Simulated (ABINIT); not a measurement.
# Quasiparticle gap of SnO2 (Cassiterite) in ABINIT

Aim: the G0W0 gap of SnO2 (Cassiterite) on PBE, step by step.

Main program and level: ABINIT 10.8.3; PBE and many-body steps on it, plane waves.

**Experimental background.**

- Gap 3.6 eV: experimental gap quoted from earlier work; bulk crystal (quoted in “Study on the Photocatalytic Properties of Flower-Shaped SnO2”, 2022, pmc:9565917).

## (1) Starting point

It takes space group P4_2/mnm (No. 136, tetragonal). The conventional cell has a = 4.738 Å, b = 4.738 Å, c = 3.187 Å, α = 90.00°, β = 90.00°, γ = 90.00°. Sn has 6 O at 2.05 to 2.06 Å nearest. Nearest to O lie 3 Sn at 2.05 to 2.06 Å. Farther neighbours and most contacts between anions are not listed.

The cell and positions come from the Crystallography Open Database and are kept as given unless a step says otherwise.

## (2) Ground state

This step: ABINIT 10.8.3; DFT, PBE, plane waves, norm-conserving pseudopotentials.

The ground-state density comes first.

Contents of run.abi:

```
acell 3*1.0 Angstrom
rprim 
  4.738000000000 0.000000000000 0.000000000000
  0.000000000000 4.738000000000 0.000000000000
  0.000000000000 0.000000000000 3.186500000000
ntypat 2
znucl 50 8
natom 6
typat 1 1 2 2 2 2
xred 
  0.000000000000 0.000000000000 0.000000000000
  0.500000000000 0.500000000000 0.500000000000
  0.307100000000 0.307100000000 0.000000000000
  0.192900000000 0.807100000000 0.500000000000
  0.692900000000 0.692900000000 0.000000000000
  0.807100000000 0.192900000000 0.500000000000
pp_dirpath "pseudos"
pseudos "Sn.upf, O.upf"
ecut 42
ngkpt 4 4 6
nshiftk 1
shiftk 0 0 0
kptopt 1
chksymbreak 0
nband 41
occopt 1
tolvrs 1e-10
nstep 60
prtwf 0
indata_prefix "in"
outdata_prefix "out"
tmpdata_prefix "tmp"
```

Run with:

```sh
$ OMP_NUM_THREADS=1 mpirun -n 8 abinit run.abi > log
```

Numbers of over 12 decimals in the logs are rounded to 6 here.

Output:

```text
.Version 10.8.3 of ABINIT. v10.8.2 released Aug 2026.

 Symmetries : space group P4_2/m n m (#136); Bravais tP (primitive tetrag.)
================================================================================
 Values of the parameters that define the memory need of the present run
     intxc =       0    ionmov =       0      iscf =       7    lmnmax =       6
     lnmax =       6     mgfft =      54  mpssoang =       3    mqgrid =    3001
     natom =       6  nloc_mem =       1    nspden =       1   nspinor =       1
    nsppol =       1      nsym =      16    n1xccc =    2501    ntypat =       2
    occopt =       1   xclevel =       2
-    mband =          41        mffmem =           1         mkmem =           3
       mpw =        6296          nfft =      104976          nkpt =          24
================================================================================
  Rough estimation (10% accuracy) of disk space for files :
================================================================================

--------------------------------------------------------------------------------
------------- Echo of variables that govern the present computation ------------
--------------------------------------------------------------------------------
 -outvars: echo values of preprocessed input variables --------
            acell      1.8897261259E+00  1.8897261259E+00  1.8897261259E+00 Bohr

      chksymbreak           0
             ecut      4.20000000E+01 Hartree
-          fftalg         312

              ixc     -101130
              kpt      0.00000000E+00  0.00000000E+00  0.00000000E+00
                       2.50000000E-01  0.00000000E+00  0.00000000E+00
                       5.00000000E-01  0.00000000E+00  0.00000000E+00
                       2.50000000E-01  2.50000000E-01  0.00000000E+00
                       5.00000000E-01  2.50000000E-01  0.00000000E+00
                       5.00000000E-01  5.00000000E-01  0.00000000E+00
                       0.00000000E+00  0.00000000E+00  1.66666667E-01
                       2.50000000E-01  0.00000000E+00  1.66666667E-01
                       5.00000000E-01  0.00000000E+00  1.66666667E-01
   [... 13 further rows ...]
                       5.00000000E-01  2.50000000E-01  5.00000000E-01
                       5.00000000E-01  5.00000000E-01  5.00000000E-01
         kptrlatt        4    0    0      0    4    0      0    0    6
          kptrlen      3.58140895E+01
P           mkmem           3
            natom           6
            nband          41
            ngfft          54      54      36
             nkpt          24
            nstep          60
             nsym          16
           ntypat           2
              occ      2.000000  2.000000  2.000000  2.000000  2.000000  2.000000
                       2.000000  2.000000  2.000000  2.000000  2.000000  2.000000
                       2.000000  2.000000  2.000000  2.000000  2.000000  2.000000
                       2.000000  2.000000  2.000000  2.000000  2.000000  2.000000
                       2.000000  2.000000  2.000000  2.000000  2.000000  2.000000
                       2.000000  2.000000  2.000000  2.000000  0.000000  0.000000
                       0.000000  0.000000  0.000000  0.000000  0.000000
            prtwf           0
            rprim      4.7380000000E+00  0.0000000000E+00  0.0000000000E+00
[...]
spgroup         136

           tolvrs      1.00000000E-10

             xred      0.0000000000E+00  0.0000000000E+00  0.0000000000E+00
[...]
znucl       50.00000    8.00000

================================================================================

 chkinp: Checking input parameters for consistency.

================================================================================
== DATASET  1 ==================================================================
-   mpi_nproc: 8, omp_nthreads: 1 (-1 if OMP is not activated)

--- !DatasetInfo
iteration_state: {dtset: 1, }
dimensions: {natom: 6, nkpt: 24, mband: 41, nsppol: 1, nspinor: 1, nspden: 1, mpw: 6296, }
cutoff_energies: {ecut:  42.0, pawecutdg:  -1.0, }
electrons: {nelect:   6.80000000E+01, charge:   0.00000000E+00, occopt:   1.00000000E+00, tsmear:   1.00000000E-02, }

 Real(R)+Recip(G) space primitive vectors, cartesian coordinates (Bohr,Bohr^-1):
 R(1)=  8.9535224  0.0000000  0.0000000  G(1)=  0.1116879  0.0000000  0.0000000
 R(2)=  0.0000000  8.9535224  0.0000000  G(2)=  0.0000000  0.1116879  0.0000000
 R(3)=  0.0000000  0.0000000  6.0216123  G(3)=  0.0000000  0.0000000  0.1660685
 Unit cell volume ucvol=  4.8272594E+02 bohr^3
 Angles (23,13,12)=  9.00000000E+01  9.00000000E+01  9.00000000E+01 degrees

 getcut: wavevector=  0.0000  0.0000  0.0000  ngfft=  54  54  36
         ecut(hartree)=     42.000   => boxcut(ratio)=   2.04927

--- Pseudopotential description ------------------------------------------------
- Sn Generated using ONCVPSP code by D. R. Hamann
- 50.00000  22.00000  171031                  znucl, zion, pspdat
12 -101130 2 -1 1628                          pspcod,pspxc,lmax,lloc,mmax
     nproj     2     2     2
  pspatm : epsatm=   27.31087254
         --- l  ekb(1:nproj) -->
[...]
pspatm: atomic psp has been read  and splines computed

[...]
ETOT  9  -509.49586500302    -8.112E-11 3.204E-04 3.678E-08
 ETOT 10  -509.49586500301     1.000E-11 2.448E-04 1.148E-09
 ETOT 11  -509.49586500304    -2.962E-11 2.319E-04 6.777E-11

 At SCF step   11       vres2   =  6.78E-11 < tolvrs=  1.00E-10 =>converged.

 Cartesian components of stress tensor (hartree/bohr^3)
  sigma(1 1)= -2.46207557E-04  sigma(3 2)=  0.00000000E+00
  sigma(2 2)= -2.46207557E-04  sigma(3 1)=  0.00000000E+00
  sigma(3 3)= -3.51754412E-04  sigma(2 1)=  0.00000000E+00

--- !ResultsGS
iteration_state: {dtset: 1, }
comment   : Summary of ground state results
lattice_vectors:
- [  8.9535224,   0.0000000,   0.0000000, ]
- [  0.0000000,   8.9535224,   0.0000000, ]
- [  0.0000000,   0.0000000,   6.0216123, ]
lattice_lengths: [   8.95352,    8.95352,    6.02161, ]
lattice_angles: [ 90.000,  90.000,  90.000, ] # degrees, (23, 13, 12)
lattice_volume:   4.8272594E+02
convergence: {deltae: -2.962E-11, res2:  6.777E-11, residm:  2.319E-04, diffor: null, }
etotal    :  -5.09495865E+02
entropy   :   0.00000000E+00
fermie    :   2.49058631E-01
cartesian_stress_tensor: # hartree/bohr^3
- [ -2.46207557E-04,   0.00000000E+00,   0.00000000E+00, ]
- [  0.00000000E+00,  -2.46207557E-04,   0.00000000E+00, ]
- [  0.00000000E+00,   0.00000000E+00,  -3.51754412E-04, ]
pressure_GPa:   8.2788E+00
xred      :
- [  0.0000E+00,   0.0000E+00,   0.0000E+00, Sn]
- [  5.0000E-01,   5.0000E-01,   5.0000E-01, Sn]
- [  3.0710E-01,   3.0710E-01,   0.0000E+00,  O]
- [  1.9290E-01,   8.0710E-01,   5.0000E-01,  O]
- [  6.9290E-01,   6.9290E-01,   0.0000E+00,  O]
- [  8.0710E-01,   1.9290E-01,   5.0000E-01,  O]
cartesian_forces: # hartree/bohr
- [  1.44560290E-19,  -0.00000000E+00,  -0.00000000E+00, ]
- [  1.44560290E-19,  -0.00000000E+00,  -0.00000000E+00, ]
- [ -3.66420005E-03,  -3.66420005E-03,  -0.00000000E+00, ]
- [  3.66420005E-03,  -3.66420005E-03,  -0.00000000E+00, ]
- [  3.66420005E-03,   3.66420005E-03,  -0.00000000E+00, ]
- [ -3.66420005E-03,   3.66420005E-03,  -0.00000000E+00, ]
force_length_stats: {min:   1.44560290E-19, max:   5.18196140E-03, mean:   3.45464094E-03, }

 Integrated electronic density in atomic spheres:
 ------------------------------------------------
 Atom  Sphere_radius  Integrated_density
[...]
================================================================================

 ----iterations are completed or convergence reached----

 Mean square residual over all n,k,spin=   67.387E-08; max=  23.190E-05
 reduced coordinates (array xred) for    6 atoms
[...]
0.500000000000      0.500000000000      0.500000000000
       0.307100000000      0.307100000000      0.000000000000
       0.192900000000      0.807100000000      0.500000000000
       0.692900000000      0.692900000000      0.000000000000
       0.807100000000      0.192900000000      0.500000000000
 rms dE/dt=  2.1872E-02; max dE/dt=  3.2807E-02; dE/dt below (all hartree)
    1       0.000000000000      0.000000000000      0.000000000000
    2       0.000000000000      0.000000000000      0.000000000000
    3       0.032807497163      0.032807497163      0.000000000000
    4      -0.032807497163      0.032807497163      0.000000000000
    5      -0.032807497163     -0.032807497163      0.000000000000
    6       0.032807497163     -0.032807497163      0.000000000000

 cartesian coordinates (angstrom) at end:
    1      0.000000     0.000000     0.000000
    2      2.369000     2.369000     1.593250
    3      1.455040     1.455040     0.000000
    4      0.913960     3.824040     1.593250
[...]
cartesian forces (hartree/bohr) at end:
[...]
frms,max,avg= 2.4428000E-03 3.6642000E-03   0.000E+00  0.000E+00  0.000E+00 h/b

 cartesian forces (eV/Angstrom) at end:
[...]
2      0.000000    -0.000000    -0.000000
    3     -0.188421    -0.188421    -0.000000
    4      0.188421    -0.188421    -0.000000
    5      0.188421     0.188421    -0.000000
    6     -0.188421     0.188421    -0.000000
 frms,max,avg= 1.2561383E-01 1.8842074E-01   0.000E+00  0.000E+00  0.000E+00 e/A
 length scales=  1.889726125908  1.889726125908  1.889726125908 bohr
              =  1.000000000000  1.000000000000  1.000000000000 angstroms
 prteigrs : about to open file out_EIG
 Fermi (or HOMO) energy (hartree) =   0.24906   Average Vxc (hartree)=  -0.42434
 Eigenvalues (hartree) for nkpt=  24  k points:
 kpt#   1, nband= 41, wtk=  0.01042, kpt=  0.0000  0.0000  0.0000 (reduced coord)
  -4.45122   -4.45122   -2.82797   -2.82797   -2.82638   -2.82638   -2.82622   -2.82621
  -0.52850   -0.50088   -0.49067   -0.48981   -0.48981   -0.48655   -0.48526   -0.48206
  -0.48100   -0.48100   -0.44591   -0.37776   -0.37776   -0.31287   -0.04845    0.10009
   0.10009    0.10339    0.13529    0.17389    0.17716    0.20329    0.20329    0.22098
   0.22098    0.24906    0.29623    0.47480    0.48381    0.48381    0.63508    0.64049
   0.69479
 prteigrs : prtvol=0 or 1, do not print more k-points.

--- !EnergyTerms
iteration_state     : {dtset: 1, }
comment             : Components of total free energy in Hartree
kinetic             :  2.00434493866220E+02
hartree             :  1.58895150068906E+02
xc                  : -7.12084152047545E+01
Ewald energy        : -2.98339747503783E+02
psp_core            :  1.11710042103051E+01
local_psp           : -4.87139504680541E+02
non_local_psp       : -2.33088457593944E+01
total_energy        : -5.09495865003043E+02
total_energy_eV     : -1.38640887733280E+04
band_energy         : -6.12362511478776E+01

 Cartesian components of stress tensor (hartree/bohr^3)
  sigma(1 1)= -2.46207557E-04  sigma(3 2)=  0.00000000E+00
  sigma(2 2)= -2.46207557E-04  sigma(3 1)=  0.00000000E+00
  sigma(3 3)= -3.51754412E-04  sigma(2 1)=  0.00000000E+00

-Cartesian components of stress tensor (GPa)         [Pressure=  8.2788E+00 GPa]
- sigma(1 1)= -7.24367642E+00  sigma(3 2)=  0.00000000E+00
- sigma(2 2)= -7.24367642E+00  sigma(3 1)=  0.00000000E+00
- sigma(3 3)= -1.03489721E+01  sigma(2 1)=  0.00000000E+00

== END DATASET(S) ==============================================================
================================================================================

 -outvars: echo values of variables after computation  --------
           etotal     -5.0949586500E+02
            nband          41
             nkpt          24
          spgroup         136
 [... the other variables as echoed above ...]

 Calculation completed.
```

The job ended after 35 s (8 MPI ranks of Arm Neoverse V2, shared host; peak memory 0.78 GiB).

This step gave:

* total energy: -13864.0888 eV
* gap: 1.284 eV
* k of the valence top: 0, 0, 0
* k of the conduction bottom: 0, 0, 0
* least direct gap: 1.284 eV
* pressure: 8.279 GPa

The gap is direct, at Γ.

The cutoff was set for levels, not for stress, so the pressure can be off by some GPa.

## (3) Empty states on the mesh, 4×4×4 mesh, 89 bands

The sums over transitions need many empty states on a uniform mesh; this step solves for them.

Edit run.abi of step 2 so:

```diff
@@ -19,3 +19,3 @@
 ecut 42
-ngkpt 4 4 6
+ngkpt 4 4 4
 nshiftk 1
@@ -24,7 +24,10 @@
 chksymbreak 0
-nband 41
-occopt 1
-tolvrs 1e-10
+iscf -2
+irdden 1
+istwfk *1
+nband 89
+nbdbuf 8
+tolwfr 1e-09
 nstep 60
-prtwf 0
+prtvol 0
 indata_prefix "in"
```

Output:

```text
.Version 10.8.3 of ABINIT. v10.8.2 released Aug 2026.

 Symmetries : space group P4_2/m n m (#136); Bravais tP (primitive tetrag.)
[... echo of the input left out ...]
== DATASET  1 ==================================================================
-   mpi_nproc: 8, omp_nthreads: 1 (-1 if OMP is not activated)

--- !DatasetInfo
iteration_state: {dtset: 1, }
dimensions: {natom: 6, nkpt: 18, mband: 89, nsppol: 1, nspinor: 1, nspden: 1, mpw: 6312, }
cutoff_energies: {ecut:  42.0, pawecutdg:  -1.0, }
electrons: {nelect:   6.80000000E+01, charge:   0.00000000E+00, occopt:   1.00000000E+00, tsmear:   1.00000000E-02, }

 Real(R)+Recip(G) space primitive vectors, cartesian coordinates (Bohr,Bohr^-1):
 R(1)=  8.9535224  0.0000000  0.0000000  G(1)=  0.1116879  0.0000000  0.0000000
 R(2)=  0.0000000  8.9535224  0.0000000  G(2)=  0.0000000  0.1116879  0.0000000
 R(3)=  0.0000000  0.0000000  6.0216123  G(3)=  0.0000000  0.0000000  0.1660685
 Unit cell volume ucvol=  4.8272594E+02 bohr^3
 Angles (23,13,12)=  9.00000000E+01  9.00000000E+01  9.00000000E+01 degrees

 getcut: wavevector=  0.0000  0.0000  0.0000  ngfft=  54  54  36
         ecut(hartree)=     42.000   => boxcut(ratio)=   2.04927

--- Pseudopotential description ------------------------------------------------
- Sn Generated using ONCVPSP code by D. R. Hamann
- 50.00000  22.00000  171031                  znucl, zion, pspdat
12 -101130 2 -1 1628                          pspcod,pspxc,lmax,lloc,mmax
     nproj     2     2     2
  pspatm : epsatm=   27.31087254
         --- l  ekb(1:nproj) -->
             0    9.701792   -0.671203
             1    4.046855   -0.266328
             2   -2.346641   -0.600143
 pspatm: atomic psp has been read  and splines computed

- O Generated using ONCVPSP code by D. R. Hamann
-  8.00000   6.00000  171031                  znucl, zion, pspdat
12 -101130 2 -1 936                           pspcod,pspxc,lmax,lloc,mmax
     nproj     2     2     1
  pspatm : epsatm=    6.17005460
         --- l  ekb(1:nproj) -->
[...]
2   -1.331955
 pspatm: atomic psp has been read  and splines computed

--------------------------------------------------------------------------------

================================================================================
 prteigrs : about to open file out_EIG
 Non-SCF case, kpt    1 (  0.00000  0.00000  0.00000), residuals and eigenvalues=
  3.50E-10  4.28E-10  1.63E-10  3.48E-10  1.81E-10  3.56E-10  1.44E-10  2.31E-10
  2.20E-10  1.86E-10  1.82E-10  1.59E-10  1.67E-10  7.36E-11  2.37E-10  1.74E-10
  1.69E-10  2.87E-10  2.07E-10  2.55E-10  4.51E-10  6.00E-10  1.32E-10  3.24E-10
[...]
4.26E-04
 -4.4512E+00 -4.4512E+00 -2.8280E+00 -2.8280E+00 -2.8264E+00 -2.8264E+00
 -2.8262E+00 -2.8262E+00 -5.2850E-01 -5.0088E-01 -4.9067E-01 -4.8981E-01
 -4.8981E-01 -4.8655E-01 -4.8526E-01 -4.8206E-01 -4.8100E-01 -4.8100E-01
[...]
1.5198E+00  1.5239E+00  1.5258E+00  1.5258E+00  1.5259E+00  1.6008E+00
  1.6242E+00  1.6242E+00  1.6303E+00  1.6430E+00  1.7181E+00  1.7563E+00
  1.7563E+00  1.8310E+00  1.8319E+00  1.8322E+00  1.8492E+00
 prteigrs : prtvol=0 or 1, do not print more k-points.

--- !ResultsGS
iteration_state: {dtset: 1, }
comment   : Summary of ground state results
lattice_vectors:
- [  8.9535224,   0.0000000,   0.0000000, ]
- [  0.0000000,   8.9535224,   0.0000000, ]
- [  0.0000000,   0.0000000,   6.0216123, ]
lattice_lengths: [   8.95352,    8.95352,    6.02161, ]
lattice_angles: [ 90.000,  90.000,  90.000, ] # degrees, (23, 13, 12)
lattice_volume:   4.8272594E+02
convergence: {deltae:  0.000E+00, res2:  0.000E+00, residm:  9.990E-10, diffor:  0.000E+00, }
etotal    :  -5.09495865E+02
entropy   :   0.00000000E+00
fermie    :   2.49058631E-01
cartesian_stress_tensor: null
pressure_GPa: null
xred      :
- [  0.0000E+00,   0.0000E+00,   0.0000E+00, Sn]
- [  5.0000E-01,   5.0000E-01,   5.0000E-01, Sn]
- [  3.0710E-01,   3.0710E-01,   0.0000E+00,  O]
- [  1.9290E-01,   8.0710E-01,   5.0000E-01,  O]
- [  6.9290E-01,   6.9290E-01,   0.0000E+00,  O]
- [  8.0710E-01,   1.9290E-01,   5.0000E-01,  O]
cartesian_forces: null
force_length_stats: {min: null, max: null, mean: null, }

 Integrated electronic density in atomic spheres:
 ------------------------------------------------
 Atom  Sphere_radius  Integrated_density
[...]
================================================================================

 ----iterations are completed or convergence reached----

 Mean square residual over all n,k,spin=   43.244E-11; max=  99.901E-11
 reduced coordinates (array xred) for    6 atoms
[...]
0.692900000000      0.692900000000      0.000000000000
       0.807100000000      0.192900000000      0.500000000000

 cartesian coordinates (angstrom) at end:
    1      0.000000     0.000000     0.000000
    2      2.369000     2.369000     1.593250
    3      1.455040     1.455040     0.000000
    4      0.913960     3.824040     1.593250
    5      3.282960     3.282960     0.000000
    6      3.824040     0.913960     1.593250
 length scales=  1.889726125908  1.889726125908  1.889726125908 bohr
              =  1.000000000000  1.000000000000  1.000000000000 angstroms
 prteigrs : about to open file out_EIG
 Eigenvalues (hartree) for nkpt=  18  k points:
 kpt#   1, nband= 89, wtk=  0.01563, kpt=  0.0000  0.0000  0.0000 (reduced coord)
[...]
1.51977    1.52386    1.52579    1.52579    1.52593    1.60083    1.62420    1.62420
   1.63025    1.64301    1.71809    1.75632    1.75632    1.83100    1.83190    1.83219
   1.84918
 prteigrs : prtvol=0 or 1, do not print more k-points.

== END DATASET(S) ==============================================================
================================================================================

 -outvars: echo values of variables after computation  --------
            nband          89
             nkpt          18
          spgroup         136
 [... the other variables as echoed above ...]

 Calculation completed.
```

Wall time 44 s (8 MPI ranks); peak memory 0.7 GiB; 5.8 min of CPU time.

Numbers from this step:

| Item | Value |
| --- | --- |
| gap | 1.284 eV |
| k of the valence top | 0, 0, 0 |
| k of the conduction bottom | 0, 0, 0 |
| least direct gap | 1.284 eV |
| k points computed | 18 |
| lowest point of the top converged band, above the valence top | 36.96 eV |

On this mesh the gap is 1.284 eV.

(Continued in part 2 of 2.)

[Paths, hosts, dates, memory and timing lines, banners, echoed tables and standing remarks are left out of the program output.]

[Logs are printed without paths, hosts, clocks, repeated set-up lines and the standing remarks that a program may print on its own settings, such as how far it seeks lower states.]

[Runs of the session that timed out or met a known fault of the program may be left out.]

[Hosts, paths, dates, database ids (printed as entryN), source tags and the programs' standing remarks are cut or masked in the printed files.]

[G0W0 gaps are taken among the corrected bands and points alone; a level outside them can change the order at an edge.]

[Where Ansatz stands beside ABINIT at settings called matched, ABINIT's density can come from a denser mesh and the files from another edition; pairs whose starting gaps differed by over 0.03 eV were left out, so agreement reads better than it is.]
